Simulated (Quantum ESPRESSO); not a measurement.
# Voltage at the next charge: Ba(110), 4 layers, one monolayer of F on longbridge sites against an electrode

Method. Quantum ESPRESSO 7.5, PBE, GBRV ultrasoft; ESM with bc3, a metal electrode 7.05 Å above the top atoms; cell area 17.819 Å²; ions fixed. V is the potential energy of an electron at the electrode over the slab's Fermi level, divided by e, so that it equals the work function at zero charge; positive charge removes electrons.

```
charge (e a cell)  V (V)
                0  2.055
           0.0267  3.532
           0.0535  5.123
```

One more run was made and is withheld. What is V at a charge of 0.1069 e, and what capacitance do the rows imply?

By hand: The last two rows give dV/dq = (5.123 − 3.532)/(0.0535 − 0.0267) = 59.4 V/e, so C = 1602/(17.819 × 59.4) = 1.51 µF/cm², an effective gap of 8.854/1.51 = 5.85 Å. At constant C, V = 5.123 + 59.4 × 0.0534 = 8.29 V.

**The withheld run.** V = 8.487 V; the estimate misses by −0.19 V, 5.8 % of the step. Over the three intervals C goes 1.63, 1.51 and 1.43 µF/cm²: it falls as electrons leave, the surface charge drawing back towards the atoms.

Caveats: Vacuum fills the gap; a dielectric or electrolyte would change C. The slab is thin.

[Logs are printed without paths, hosts, clocks, repeated set-up lines and the standing remarks that a program may print on its own settings, such as how far it seeks lower states.]
